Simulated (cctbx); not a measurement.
# What is wrong with this refinement?

Cell a = 4.2060 Å, b = 4.2060 Å, c = 8.5210 Å, α = 90.00°, β = 90.00°, γ = 90.00°; space group P4/nmm (no. 129, origin choice 1). The compound is SmTeW.

The data are simulated with cctbx, not measured: Cu Kα, λ = 1.54184 Å, to d = 0.83 Å, 80 % of the full sphere, strongest reflection 5000 counts, noise from counting, a 1.5 % proportional error and a noise floor of 4 counts (s.d.); no absorption.

An anisotropic refinement with weights 1/σ² prints:

```text
Rint 0.031, 107 unique reflections to 0.83 A
cycle     R1     wR2    GooF  max shift (A)
   1  0.0571  0.1340   6.794   0.00198
   2  0.0327  0.0845   4.287   0.00000
final R1 0.0327 wR2 0.0845 GooF 4.287  parameters 8  data/parameter 13.4
atom        x        y        z      Ueq    occ   su(xyz)  su(Uiso or U11)
W1     0.50000  0.50000  0.00000   0.0086  1.000  0.00000  0.0009
Te1    0.50000  0.00000  0.26876   0.0004  1.000  0.00033  0.0009  NPD
Sm1    0.50000  0.00000  0.62624   0.0116  1.000  0.00036  0.0011
difference map: max 4.30 min -5.11 rms 0.73
Q1    0.0000  0.5000  0.6635    2    4.31  0.58 A from Te1
Q2    0.0000  0.5000  0.7545    2    3.57  0.20 A from Te1
Q3    0.0000  0.0000  0.5000    2    3.45  2.36 A from Sm1
Q4    0.0000  0.5000  0.5072    2    1.85  1.14 A from Sm1
Q5    0.0000  0.0000  0.0000    2    1.52  0.00 A from W1
Q6    0.0000  0.5000  0.9801    2    1.22  2.11 A from W1
```

Q: Accept it or mend it, and why?

Mend it. The fault: elements exchanged: Sm1 is Te and Te1 is Sm. Against the right model at the same level, R1 goes from 0.0098 to 0.0327 and GooF from 0.94 to 4.29, U of Te1 shrinks from 0.0050 to 0.0004 Å², U of Sm1 swells from 0.0068 to 0.0116 Å², the top difference peak, 4.3 e/Å³, lies 0.58 Å from Te1, a hole of -5.1 e/Å³ opens and Te1 goes non-positive-definite. Sm1 has 10 electrons too many and its U swells to shed them, as expected; Te1 has 10 electrons too few and its U shrinks to make up, as expected.

The compound is SmTeW. The right model at the same level gives:

```text
Rint 0.031, 107 unique reflections to 0.83 A
cycle     R1     wR2    GooF  max shift (A)
   1  0.0098  0.0190   0.963   0.00016
   2  0.0098  0.0186   0.943   0.00000
final R1 0.0098 wR2 0.0186 GooF 0.943  parameters 8  data/parameter 13.4
atom        x        y        z      Ueq    occ   su(xyz)  su(Uiso or U11)
W1     0.50000  0.50000  0.00000   0.0087  1.000  0.00000  0.0002
Sm1    0.50000  0.00000  0.26854   0.0050  1.000  0.00007  0.0002
Te1    0.50000  0.00000  0.62617   0.0068  1.000  0.00008  0.0002
difference map: max 0.87 min -0.69 rms 0.17
Q1    0.0000  0.5000  0.2444    2    0.87  1.10 A from Te1
Q2    0.1775  0.3225  0.3146    8    0.55  1.17 A from Te1
Q3    0.0000  0.1262  0.3118    8    0.53  1.66 A from Te1
Q4    0.0000  0.5000  0.5191    2    0.52  1.24 A from Te1
Q5    0.0000  0.0000  0.4539    4    0.49  2.21 A from Te1
Q6    0.0000  0.5000  0.1213    2    0.48  2.15 A from Te1
```

Isotropic U is held between 0.0001 and 1 Å² by the program, and listed peak heights are interpolated, so they can pass the grid's maximum.

This is a model crystal, built by substitution and not relaxed, with assumed displacement parameters.

[Middle refinement cycles are left out of these outputs.]

[Logs are printed without paths, hosts, clocks, repeated set-up lines and the standing remarks that a program may print on its own settings, such as how far it seeks lower states.]
